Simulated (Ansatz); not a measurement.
Two G0W0 runs on MoSi2N4/MoSi2N4 (MoSi2N4 type bilayer).

The cell holds 14 atoms: 2 Mo, 8 N and 4 Si. Cell: a = 2.893 Å, b = 2.893 Å, c = 57.900 Å, α = 90.0°, β = 90.0°, γ = 120.0°. Regions: layer 1 (MoSi2N4), 7 atoms (1 Mo, 4 N and 2 Si); layer 2 (MoSi2N4), 7 atoms (1 Mo, 4 N and 2 Si). Vacuum lies along c.

```xyz
14
Lattice="2.8930 0.0000 0.0000 -1.4465 2.5054 0.0000 0.0000 0.0000 57.9000" Properties=species:S:1:pos:R:3
Mo    0.0000    0.0000   23.7668
N     0.0000    1.6703   25.0100
N     0.0000    1.6703   22.5232
Si    0.0000    1.6703   26.7491
Si    0.0000    1.6703   20.7835
N     1.4465    0.8351   27.2583
N     1.4465    0.8351   20.2724
Mo    0.0000    0.0000   34.1332
N     0.0000    1.6703   35.3768
N     0.0000    1.6703   32.8900
Si    0.0000    1.6703   37.1165
Si    0.0000    1.6703   31.1509
N     1.4465    0.8351   37.6276
N     1.4465    0.8351   30.6417
```

The structure was relaxed with PBE-D3(BJ). The runs that relaxed it are not among those shown.

The first (Ansatz 0.2.0; start PBE, 6×6×1 mesh, 388 empty bands, screening to 55 eV, PAW set soft_1 files; 8 threads of Arm Neoverse V2, shared host) gave, on its mesh: starting gap 1.75 eV, G0W0 gap 2.53 eV, mean of 1 + 4πα/V (set by the cell height) 2.96, 3.4 min.

Q: The second changes empty bands from 388 to 156 and screening cutoff (eV) from 55.0 to 30. What does it give?

It gave: starting gap 1.75 eV, G0W0 gap 2.59 eV, mean of 1 + 4πα/V (set by the cell height) 3.00, 58 s. The G0W0 gap moves by +0.06 eV, +0.00 eV from the start and +0.06 eV from the correction. Σc changes by +0.34 eV at the valence top and +0.40 eV at the conduction bottom, and Σx − Vxc between them by −0.0001 eV.

Limits: not at the basis limit; coarse mesh for a sheet; no spin-orbit coupling.

[Paths, hosts, dates, memory and timing lines, banners, echoed tables and standing remarks are left out of the program output.]

[Logs are printed without paths, hosts, clocks, repeated set-up lines and the standing remarks that a program may print on its own settings, such as how far it seeks lower states.]

[Runs of the session that timed out or met a known fault of the program may be left out.]

[Cells called generated may have been cut or substituted from an entry of the Crystallography Open Database or the Materials Project.]

[Hosts, paths, dates, database ids (printed as entryN), source tags and the programs' standing remarks are cut or masked in the printed files.]
